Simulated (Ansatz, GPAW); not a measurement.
**Cutoff, mesh and smearing for Te/Nb(110)**

Wanted: a convergence study on the slab Te/Nb(110).

Program: GPAW 26.7.0 and Ansatz 0.2.0. Level of theory: Ansatz plane waves; slab in vacuum with a dipole correction, relaxation, in the first sound run; inputs show where later runs differ. Results are calculated unless marked as measured.

## Step 1: Starting point

The cell holds 5 atoms: 4 Nb and 1 Te. Its edges and angles: a = 2.858 Å, b = 2.858 Å, c = 27.746 Å, α = 90.0°, β = 90.0°, γ = 70.5°. Vacuum lies along c.

## Step 2: Relaxation

Forces are removed first; all later runs use this geometry. The lowest 2 atoms are held at bulk positions and keep their forces.

input.yaml reads:

```yaml
crystal:
  lattice:
    - [2.3334523779, -1.65, 0.0]
    - [2.3334523779, 1.65, 0.0]
    - [0.0, 0.0, 27.7458029992]
  atoms:
    - { symbol: Nb, position: [0.0, 0.0, 0.3243733836] }
    - { symbol: Nb, position: [0.5, 0.5, 0.4084744773] }
    - { symbol: Nb, position: [0.0, 0.0, 0.492575571] }
    - { symbol: Nb, position: [0.5, 0.5, 0.5766766647] }
    - { symbol: Te, position: [0.84, 0.84, 0.6756266164] }
kpoints:
  mp_grid: { grid: [12, 12, 1] }
hamiltonian:
  xc: pbe
scf:
  occupations: { method: fermi_dirac, width: 0.1 }
efield:
  axis: 3
  dipole_correction: true
  ramp_width: 0.05
relax:
  f_tol: 0.02
  max_steps: 60
  constraints: [{ sites: [0, 1] }]
output:
  write_potential: true
  write_density: true
  volumetric_format: npy
```

On the command line:

```sh
$ ansatz run input.yaml --threads 4 --pin off --max-ram 8192MiB --backend cpu --events-out ev --progress --plain --runs-dir out
```

Numbers of over 12 decimals in the logs are rounded to 6 here.

Output:

```text
Engine: ansatz 0.2.0, x86_64-unknown-linux-gnu
Pseudopotentials: kind: paw
Pseudopotential: Nb, paw, valence charge 13, recommended cutoff 420 eV (normal), Nb.paw.azcp
Pseudopotential: Te, paw, valence charge 16, recommended cutoff 420 eV (normal), Te.paw.azcp
Functional definition: PBE
  parameter kappa = 0.804
  parameter beta = 0.066725
  exchange = pbe_x(kappa = kappa, mu = beta*pi^2/3)
  correlation = pbe_c(beta = beta)
Crystal: 5 atoms, lattice volume = 213.654 Å³
Basis set: ecut = 420 eV, 4199 PW (Γ), exchange–correlation on 40×40×384 points (8 copies of the dense FFT grid, shifted against one another)
Bands: 41, of which v1, the nominal top of the filled ones, is band 34 counted from 1 (33 counted from 0)
Symmetry: 2 space group operations
Space group: Cm (ITA 8), of the structure as read, at distance tolerance 6.0e-5 Å
k-points: 43 of 144 (time reversal used)
Non-local potential: Nb, projectors of the file, l = 0: 3, l = 1: 2, l = 2: 2, l = 3: 1
Non-local potential: Te, projectors of the file, l = 0: 2, l = 1: 2, l = 2: 2, l = 3: 2
PAW form: soft (Blöchl's): semilocal exchange-correlation on the pseudo side does not see the compensation charge
PAW one-centre angular grid: Nb, 590 points (default); XC on 64 Gauss nodes
PAW one-centre angular grid: Te, 590 points (default); XC on 64 Gauss nodes
Initial density: superposition of atomic densities (neutral atoms: chi_scale 0, normalization atom), corrected by the library's trained network
Initial wavefunctions: pseudopotential atomic-orbital guess
Functional: x = pbe(κ = 0.804, μ = 0.219515), c = pbe(β = 0.066725)
SCF iter   1: F=—  HF=-25187.801408 eV  |F-HF|=—  |Δ(HF+E_count)|=         —  Δρ=1.27e-2  dr2=1.34e1  ethr=1.77e-3  p=0.001 e·Å  D=1.09e-3 V/Å  ΔV_dip=-0.03 eV  dr2_dipole=3.96e0  V_vac-E_F(+/−)=4.72/4.75 eV  ⟨swp⟩=8.2  Hψ=8066  notcnv=0
efield: sawtooth ramp at fractional position 0.9750 (placed from the atoms, in the widest stretch of the axis that holds none; the zero of the levels goes with the place), width 0.0500; the density the first Hamiltonian is built on has a dipole p = 0.001 e·Å; the dipole correction subtracts the counter field D = 1.09e-3 V/Å, which shifts the + side's vacuum level by -0.03 eV against the − side's; the planar-averaged density in the ramp window peaks in size at 7.2e-6 e/Å³
preconditioner: auto → LDOS  [metal: Δε(μ)=0.013 eV  Ē_g=4.553 eV  σ=0.100 eV  W_gap=0.03  n_scr=18 (ndim 8)  ℏωp=13.0 eV  f_vac=0.503  D(μ)=4.89/eV (n_scr^D=16)  β→1.0]
SCF iter   2: F=—  HF=-25187.494037 eV  |F-HF|=—  |Δ(HF+E_count)|=   3.07e-1  Δρ=4.38e-3  dr2=2.78e-1  ethr=1.77e-3  p=0.051 e·Å  D=4.28e-2 V/Å  ΔV_dip=-1.19 eV  dr2_dipole=3.66e-3  V_vac-E_F(+/−)=3.34/4.53 eV  ⟨swp⟩=3.1  Hψ=2591  notcnv=0
SCF iter   3: F=—  HF=-25187.486934 eV  |F-HF|=—  |Δ(HF+E_count)|=   7.10e-3  Δρ=1.53e-3  dr2=2.11e-2  ethr=4.09e-4  p=0.044 e·Å  D=3.71e-2 V/Å  ΔV_dip=-1.03 eV  dr2_dipole=3.30e-3  V_vac-E_F(+/−)=3.55/4.57 eV  ⟨swp⟩=2.2  Hψ=2725  notcnv=0
SCF iter   4: F=—  HF=-25187.484736 eV  |F-HF|=—  |Δ(HF+E_count)|=   2.20e-3  Δρ=3.84e-4  dr2=1.16e-3  ethr=3.10e-5  p=0.046 e·Å  D=3.89e-2 V/Å  ΔV_dip=-1.08 eV  dr2_dipole=4.48e-5  V_vac-E_F(+/−)=3.48/4.56 eV  ⟨swp⟩=2.2  Hψ=3027  notcnv=0
SCF iter   5: F=—  HF=-25187.484581 eV  |F-HF|=—  |Δ(HF+E_count)|=   1.54e-4  Δρ=1.11e-4  dr2=5.97e-5  ethr=1.71e-6  p=0.045 e·Å  D=3.85e-2 V/Å  ΔV_dip=-1.07 eV  dr2_dipole=1.46e-6  V_vac-E_F(+/−)=3.48/4.55 eV  ⟨swp⟩=2.7  Hψ=3178  notcnv=0
SCF iter   6: F=-25187.484584 eV  HF=-25187.484584 eV  |F-HF|=1.10e-7  |Δ(HF+E_count)|=   2.87e-6  Δρ=4.01e-5  dr2=4.30e-6  ethr=1.47e-8  p=0.045 e·Å  D=3.85e-2 V/Å  ΔV_dip=-1.07 eV  dr2_dipole=7.29e-8  V_vac-E_F(+/−)=3.48/4.55 eV  ⟨swp⟩=13.3  Hψ=17882  notcnv=0
SCF 1 converged in 6 iterations: F = -25187.484584 eV  dr2 = 4.30e-6
  Residual-converged pass: ⟨swp⟩=1.0  Hψ=1936  notcnv=0  max |occ|·‖R‖ = 7.1e-9 eV (tolerance 1.0e-8 eV)  dr2=4.30e-6  dr2_onsite=5.17e-8  max |Δocc| = 4.6e-11
  greatest PAW one-centre occupation: 0.998 electrons in one spin orbital (limit 2), on the Nb atom at site 1 (counted from 0), in its partial waves of l = 0
relax step   1: F+E_penalty+E_count = -25187.48458401 eV  Δ(F+E_penalty+E_count) = +0.000e0 eV  max|allowed force component| = 8.575e-1 eV/Å  Δτ_max = 0.0000 Å  (6 SCF iters, dr2 threshold 1.00e-5 eV, accepted)
Initial density: handed on by an earlier stage of this run
Initial wavefunctions: those handed on with the density
iter 1 solved again at ethr=1.41e-3 eV; its pass at ethr=3.10e-3 eV (dr2=9.56e-1 eV) is discarded
SCF iter   1: F=—  HF=-25187.709316 eV  |F-HF|=—  |Δ(HF+E_count)|=         —  Δρ=9.25e-3  dr2=9.82e-1  ethr=1.41e-3  p=0.045 e·Å  D=3.85e-2 V/Å  ΔV_dip=-1.07 eV  dr2_dipole=5.21e-3  V_vac-E_F(+/−)=3.44/4.51 eV  ⟨swp⟩=1.0  Hψ=7480  notcnv=0
efield: sawtooth ramp at fractional position 0.9750 (handed on by an earlier solve), width 0.0500; the density the first Hamiltonian is built on has a dipole p = 0.045 e·Å; the dipole correction subtracts the counter field D = 3.85e-2 V/Å, which shifts the + side's vacuum level by -1.07 eV against the − side's; the planar-averaged density in the ramp window peaks in size at 2.9e-6 e/Å³
preconditioner: auto → LDOS  [metal: Δε(μ)=0.003 eV  Ē_g=4.683 eV  σ=0.100 eV  W_gap=0.01  n_scr=18 (ndim 8)  ℏωp=13.0 eV  f_vac=0.511  D(μ)=5.49/eV (n_scr^D=18)  β→1.0]
SCF iter   2: F=—  HF=-25187.656783 eV  |F-HF|=—  |Δ(HF+E_count)|=   5.25e-2  Δρ=3.24e-3  dr2=7.49e-2  ethr=1.41e-3  p=0.062 e·Å  D=5.28e-2 V/Å  ΔV_dip=-1.47 eV  dr2_dipole=3.86e-3  V_vac-E_F(+/−)=3.09/4.56 eV  ⟨swp⟩=2.8  Hψ=2788  notcnv=0
SCF iter   3: F=—  HF=-25187.650134 eV  |F-HF|=—  |Δ(HF+E_count)|=   6.65e-3  Δρ=2.05e-3  dr2=3.59e-2  ethr=1.10e-4  p=0.053 e·Å  D=4.51e-2 V/Å  ΔV_dip=-1.25 eV  dr2_dipole=6.59e-4  V_vac-E_F(+/−)=3.30/4.55 eV  ⟨swp⟩=2.9  Hψ=3577  notcnv=0
SCF iter   4: F=—  HF=-25187.645011 eV  |F-HF|=—  |Δ(HF+E_count)|=   5.12e-3  Δρ=5.76e-4  dr2=3.89e-3  ethr=5.28e-5  p=0.055 e·Å  D=4.67e-2 V/Å  ΔV_dip=-1.30 eV  dr2_dipole=2.45e-4  V_vac-E_F(+/−)=3.25/4.55 eV  ⟨swp⟩=2.2  Hψ=2653  notcnv=0
SCF iter   5: F=—  HF=-25187.644593 eV  |F-HF|=—  |Δ(HF+E_count)|=   4.18e-4  Δρ=1.76e-4  dr2=3.71e-4  ethr=5.71e-6  p=0.055 e·Å  D=4.69e-2 V/Å  ΔV_dip=-1.30 eV  dr2_dipole=1.01e-5  V_vac-E_F(+/−)=3.24/4.55 eV  ⟨swp⟩=2.0  Hψ=2240  notcnv=0
SCF iter   6: F=-25187.644543 eV  HF=-25187.644552 eV  |F-HF|=9.08e-6  |Δ(HF+E_count)|=   4.05e-5  Δρ=3.43e-5  dr2=1.13e-5  ethr=6.76e-8  p=0.056 e·Å  D=4.71e-2 V/Å  ΔV_dip=-1.31 eV  dr2_dipole=7.71e-7  V_vac-E_F(+/−)=3.24/4.55 eV  ⟨swp⟩=12.2  Hψ=17600  notcnv=0
[...]
preconditioner: auto → LDOS  [metal: Δε(μ)=0.031 eV  Ē_g=4.745 eV  σ=0.100 eV  W_gap=0.08  n_scr=18 (ndim 8)  ℏωp=13.0 eV  f_vac=0.518  D(μ)=5.13/eV (n_scr^D=18)  β→1.0]
SCF iter   2: F=—  HF=-25187.661851 eV  |F-HF|=—  |Δ(HF+E_count)|=   3.41e-2  Δρ=2.79e-3  dr2=4.19e-2  ethr=1.14e-3  p=0.052 e·Å  D=4.38e-2 V/Å  ΔV_dip=-1.21 eV  dr2_dipole=1.33e-2  V_vac-E_F(+/−)=3.33/4.55 eV  ⟨swp⟩=2.1  Hψ=2125  notcnv=0
SCF iter   3: F=—  HF=-25187.661731 eV  |F-HF|=—  |Δ(HF+E_count)|=   1.20e-4  Δρ=2.27e-3  dr2=2.17e-2  ethr=6.16e-5  p=0.059 e·Å  D=5.00e-2 V/Å  ΔV_dip=-1.39 eV  dr2_dipole=6.94e-4  V_vac-E_F(+/−)=3.16/4.55 eV  ⟨swp⟩=2.6  Hψ=3675  notcnv=0
SCF iter   4: F=—  HF=-25187.656287 eV  |F-HF|=—  |Δ(HF+E_count)|=   5.44e-3  Δρ=3.40e-4  dr2=5.87e-4  ethr=3.20e-5  p=0.055 e·Å  D=4.65e-2 V/Å  ΔV_dip=-1.29 eV  dr2_dipole=9.18e-5  V_vac-E_F(+/−)=3.26/4.55 eV  ⟨swp⟩=2.1  Hψ=3121  notcnv=0
SCF iter   5: F=—  HF=-25187.656163 eV  |F-HF|=—  |Δ(HF+E_count)|=   1.24e-4  Δρ=8.55e-5  dr2=4.12e-5  ethr=8.63e-7  p=0.056 e·Å  D=4.70e-2 V/Å  ΔV_dip=-1.31 eV  dr2_dipole=7.96e-6  V_vac-E_F(+/−)=3.25/4.55 eV  ⟨swp⟩=3.0  Hψ=3573  notcnv=0
SCF iter   6: F=-25187.656173 eV  HF=-25187.656173 eV  |F-HF|=6.98e-7  |Δ(HF+E_count)|=   1.03e-5  Δρ=2.21e-5  dr2=2.44e-6  ethr=5.53e-9  p=0.056 e·Å  D=4.70e-2 V/Å  ΔV_dip=-1.30 eV  dr2_dipole=8.40e-8  V_vac-E_F(+/−)=3.25/4.55 eV  ⟨swp⟩=12.5  Hψ=15880  notcnv=0
SCF 3 converged in 6 iterations: F = -25187.656173 eV  dr2 = 2.44e-6
  Residual-converged pass: ⟨swp⟩=1.0  Hψ=1935  notcnv=0  max |occ|·‖R‖ = 7.1e-9 eV (tolerance 1.0e-8 eV)  dr2=2.44e-6  dr2_onsite=1.64e-8  max |Δocc| = 1.1e-10
relax step   3: F+E_penalty+E_count = -25187.65617275 eV  Δ(F+E_penalty+E_count) = -1.163e-2 eV  max|allowed force component| = 1.798e-1 eV/Å  Δτ_max = 0.1797 Å  (6 SCF iters, dr2 threshold 3.76e-6 eV, accepted)
[...]
relax step   4: F+E_penalty+E_count = -25187.66455939 eV  Δ(F+E_penalty+E_count) = -8.387e-3 eV  max|allowed force component| = 4.348e-2 eV/Å  Δτ_max = 0.1240 Å  (6 SCF iters, dr2 threshold 2.64e-6 eV, accepted)
SCF iter   1: F=—  HF=-25187.665208 eV  |F-HF|=—  |Δ(HF+E_count)|=         —  Δρ=5.67e-4  dr2=2.54e-3  ethr=2.72e-5  p=0.057 e·Å  D=4.83e-2 V/Å  ΔV_dip=-1.34 eV  dr2_dipole=4.23e-4  V_vac-E_F(+/−)=3.21/4.55 eV  ⟨swp⟩=2.8  Hψ=3424  notcnv=0
efield: sawtooth ramp at fractional position 0.9750 (handed on by an earlier solve), width 0.0500; the density the first Hamiltonian is built on has a dipole p = 0.057 e·Å; the dipole correction subtracts the counter field D = 4.83e-2 V/Å, which shifts the + side's vacuum level by -1.34 eV against the − side's; the planar-averaged density in the ramp window peaks in size at 4.1e-6 e/Å³
preconditioner: auto → LDOS  [metal: Δε(μ)=0.006 eV  Ē_g=4.748 eV  σ=0.100 eV  W_gap=0.01  n_scr=18 (ndim 8)  ℏωp=13.0 eV  f_vac=0.516  D(μ)=5.24/eV (n_scr^D=18)  β→1.0]
SCF iter   2: F=—  HF=-25187.665077 eV  |F-HF|=—  |Δ(HF+E_count)|=   1.30e-4  Δρ=1.77e-4  dr2=1.17e-4  ethr=3.74e-6  p=0.057 e·Å  D=4.82e-2 V/Å  ΔV_dip=-1.34 eV  dr2_dipole=1.58e-5  V_vac-E_F(+/−)=3.22/4.55 eV  ⟨swp⟩=1.9  Hψ=2513  notcnv=0
SCF iter   3: F=—  HF=-25187.665066 eV  |F-HF|=—  |Δ(HF+E_count)|=   1.11e-5  Δρ=7.60e-5  dr2=1.61e-5  ethr=1.73e-7  p=0.057 e·Å  D=4.83e-2 V/Å  ΔV_dip=-1.34 eV  dr2_dipole=4.21e-7  V_vac-E_F(+/−)=3.21/4.55 eV  ⟨swp⟩=2.1  Hψ=3126  notcnv=0
SCF iter   4: F=—  HF=-25187.665063 eV  |F-HF|=—  |Δ(HF+E_count)|=   3.33e-6  Δρ=1.56e-5  dr2=1.09e-6  ethr=2.37e-8  p=0.057 e·Å  D=4.83e-2 V/Å  ΔV_dip=-1.34 eV  dr2_dipole=1.27e-8  V_vac-E_F(+/−)=3.21/4.55 eV  ⟨swp⟩=2.7  Hψ=3176  notcnv=0
SCF iter   5: F=—  HF=-25187.665063 eV  |F-HF|=—  |Δ(HF+E_count)|=   2.04e-7  Δρ=5.13e-6  dr2=1.57e-7  ethr=1.47e-10  p=0.057 e·Å  D=4.83e-2 V/Å  ΔV_dip=-1.34 eV  dr2_dipole=6.48e-9  V_vac-E_F(+/−)=3.21/4.55 eV  ⟨swp⟩=11.7  Hψ=14380  notcnv=0
SCF iter   6: F=-25187.665063 eV  HF=-25187.665063 eV  |F-HF|=4.92e-9  |Δ(HF+E_count)|=   2.38e-8  Δρ=1.64e-6  dr2=1.16e-8  ethr=1.47e-10  p=0.057 e·Å  D=4.83e-2 V/Å  ΔV_dip=-1.34 eV  dr2_dipole=3.57e-9  V_vac-E_F(+/−)=3.21/4.55 eV  ⟨swp⟩=10.2  Hψ=12503  notcnv=0
SCF 5 converged in 6 iterations: F = -25187.665063 eV  dr2 = 1.16e-8
relax step   5: F+E_penalty+E_count = -25187.66506316 eV  Δ(F+E_penalty+E_count) = -5.038e-4 eV  max|allowed force component| = 4.920e-3 eV/Å  Δτ_max = 0.0240 Å  (6 SCF iters, accepted)
NSCF: frozen V_eff on 43 k-points
the band table was solved once a step of the walk had ended and its energy, with any forces and stress, was formed, with the checks that follow a solve (9308 applications of the Hamiltonian). They found nothing against the state; the energy, forces and stress were not computed again (output.eigenvalues in the input reference)
WARN: The output density's exchange-correlation potential varies sharply where the density is thin. Do not read a vacuum level from v_tot or v_xc, or from such a field of the output density. On a cell that repeats whose density bears no net charge and no dipole along the vacuum's axis use v_es (v_loc + v_h of the components); under efield.dipole_correction with no amplitude use v_es + v_field, which holds any externa [...]
SCF converged after 6 iterations
Free energy (F): -25187.665063 eV
Harris-Foulkes:  -25187.665063 eV  (|F-HF|=4.92e-9)
Internal energy: -25187.493249 eV  (E = F + TS)
E sigma→0 (E₀):  -25187.579156 eV
Entropy (-TS):   -0.171814 eV (-34.363 meV/atom)
Fermi energy:    5.665605 eV
Dipole field:    D = 0.048344 V/Å  (p = 0.057081 e·Å, saw-weighted, corrected)
Work function:   Φ+ = 3.2135 eV   Φ− = 4.5548 eV
Levels:          The Fermi level and band energies are counted from a zero that moves with the ramp; work functions are not
--- Per-component energies (eV) ---
  E_band       = -1242.379876
  E_kinetic    = 1763.219939
  E_local      = -86213.478330  (includes V_loc(G=0)·N_el)
  E_nonlocal   = 170.845875
  E_hartree    = 42402.730758
  E_xc         = -827.721410
  E_vxc        = -957.646308  (∫ρ·V_xc dr)
  E_paw        = -16956.355889  (= ΣΔE_a)
  E_vpaw       = -810.721546  (= ΣTr[D̂ρ^β])
  E_aug_tail   = -0.000155  (compensation charges beyond the density's cutoff)
  E_efield     = 0.001380  (sawtooth field / dipole correction)
  E_vefield    = -0.067863  (∫n·V_field dr)
  E_ewald      = 34473.264583
  E_smearing   = -0.171814  (= −TS)
  E_closure    = 0.000000  (closes the sum)
  Σ components = -25187.665063   (vs F -25187.665063, Δ=0.00e0)
--- Forces (eV/Å), atoms counted from 1 ---
  atom   1  Nb     0.01635261     0.00000000     0.27472526
  atom   2  Nb    -0.01481107     0.00000000    -0.27510777
  atom   3  Nb    -0.00400951     0.00000000    -0.00181919
  atom   4  Nb     0.00491964     0.00000000     0.00181444
  atom   5  Te    -0.00244803     0.00000000     0.00035840
  max |Σ_I F_I| component: 2.89e-5 eV/Å
--- Band table (eV; the first three rows and the last of 43) ---
  k-point 0: bands = [... 30 lower, 5.2519, 5.6687, 5.6979, 5.8705, 6.2640, 6.9528, 7.1630, 7.8174, ... 3 higher]
  k-point 1: bands = [... 30 lower, 5.1828, 5.4785, 5.6369, 5.7930, 6.2278, 6.5952, 7.1431, 7.6942, ... 3 higher]
  k-point 2: bands = [... 30 lower, 4.9432, 5.0921, 5.3055, 5.3945, 5.8797, 6.4724, 6.7523, 7.4957, ... 3 higher]
  k-point 42: bands = [... 30 lower, 4.2111, 4.4827, 5.6472, 5.7293, 6.6290, 7.4269, 7.5542, 7.8828, ... 3 higher]
--- Relaxed structure (5 steps of the walk, 5 accepted, 0 SCFs on fresh bases) ---
  F+E_penalty+E_count = -25187.66506316 eV   max|allowed force component| = 4.920e-3 eV/Å
  atoms:
    - { symbol: Nb, position: [0.0, 0.0, 0.3243733836] }
    - { symbol: Nb, position: [0.5, 0.5, 0.408474] }
    - { symbol: Nb, position: [0.00187578, 0.00187578, 0.492686] }
    - { symbol: Nb, position: [0.505720, 0.505720, 0.577315] }
    - { symbol: Te, position: [0.865728, 0.865728, 0.663475] }
```

Run time: 22 s. Hardware: 4 threads of AMD EPYC 9R14 (Zen 4), shared host; peak memory 0.76 GiB; 84 s of CPU time.

Step by step:

| step | energy less that of the first step (eV) | largest force component (eV/Å) |
| --- | --- | --- |
| 1 | 0.0000 | 0.8575 |
| 2 | -0.1600 | 0.2452 |
| 3 | -0.1716 | 0.1798 |
| 4 | -0.1800 | 0.0435 |
| 5 | -0.1805 | 0.0049 |

The run keeps the 2 symmetry operations that it works with, so distortions that break them were not tested.

The atoms that moved most (Å):

| atom | dx | dy | dz | length |
| --- | --- | --- | --- | --- |
| Te5 | 0.120 | 0.000 | -0.337 | 0.358 |
| Nb4 | 0.027 | 0.000 | 0.018 | 0.032 |
| Nb3 | 0.009 | 0.000 | 0.003 | 0.009 |

Final coordinates:

```cif
data_structure
_symmetry_space_group_name_H-M 'P 1'
_symmetry_Int_Tables_number 1
_cell_length_a 2.8579
_cell_length_b 2.8579
_cell_length_c 27.7458
_cell_angle_alpha 90.000
_cell_angle_beta 90.000
_cell_angle_gamma 70.529
_cell_volume 213.65
loop_
_atom_site_label
_atom_site_type_symbol
_atom_site_fract_x
_atom_site_fract_y
_atom_site_fract_z
_atom_site_occupancy
Nb1 Nb 0.00000 0.00000 0.32437 1
Nb2 Nb 0.50000 0.50000 0.40847 1
Nb3 Nb 0.00188 0.00188 0.49269 1
Nb4 Nb 0.50572 0.50572 0.57732 1
Te5 Te 0.86573 0.86573 0.66348 1
```

This step gave:

```yaml
free_energy: -25187.6651 eV
smearing_term_ts: 0.1718 eV
symmetry_operations: 2
upper_work_function: 3.213 eV
lower_work_function: 4.555 eV
dipole_along_the_normal: 0.05708 e·Å
dipole_field: 0.04834 V/Å
vacuum_level_above: 8.879 eV
vacuum_level_below: 10.22 eV
```

The electrostatic potential energy of an electron (with the applied field's), less the Fermi level, planar mean oscillates, so the rows of the table below give means over windows of 2.31 Å about each position, cut where the curve ends. Its maxima inside the range that stand out by 2 % of the span (Å: eV): 2.2: 4.55, 10.1: -1.20, 12.6: -1.23, 14.9: -1.00, 17.2: -2.40, 18.4: -2.71. Its minima: 9.0: -21.8, 11.3: -21.5, 13.7: -21.5, 16.0: -22.0, 17.8: -8.00, 18.9: -7.55.

Electrostatic potential energy of an electron (with the applied field's), less the Fermi level, planar mean against z; means over each step:

z (Å), electrostatic potential energy of an electron (with the applied field's), less the Fermi level, planar mean (eV) and a bar from the least value:
```
     1.16        4.5 ##############################
     3.46        4.6 ##############################
     5.77        4.4 ##############################
     8.08       -6.7 ########
    10.39      -10.9 
    12.70      -10.8 
    15.01      -10.8 
    17.32       -7.5 #######
    19.63       -1.1 ###################
    21.94        3.2 ###########################
    24.25        3.2 ###########################
    26.56        3.3 ############################
```

The valence density, planar mean oscillates, so the rows of the table below give means over windows of 2.31 Å about each position, cut where the curve ends. Its maxima inside the range that stand out by 2 % of the span (Å: e/Å³): 9.0: 1.29, 11.3: 1.28, 13.7: 1.28, 16.0: 1.30, 18.4: 1.93. Its minima: 10.1: 0.263, 12.6: 0.261, 14.9: 0.260, 17.2: 0.252.

Valence density, planar mean against z; means over each step:

| z (Å) | valence density, planar mean (e/Å³) |
| --- | --- |
| 3.46 | 1.6e-5 |
| 5.77 | 0.00319 |
| 8.08 | 0.491 |
| 10.39 | 0.719 |
| 12.70 | 0.717 |
| 15.01 | 0.714 |
| 17.32 | 0.787 |
| 19.63 | 0.391 |
| 21.94 | 7.0e-4 |
| 24.25 | 0 |

The relaxation lowered the energy of the cell by 0.180 eV.

(Continued in part 2 of 3.)

[Logs are printed without paths, hosts, clocks, repeated set-up lines and the standing remarks that a program may print on its own settings, such as how far it seeks lower states.]

[Hosts, paths, dates, database ids (printed as entryN), source tags and the programs' standing remarks are cut or masked in the printed files.]
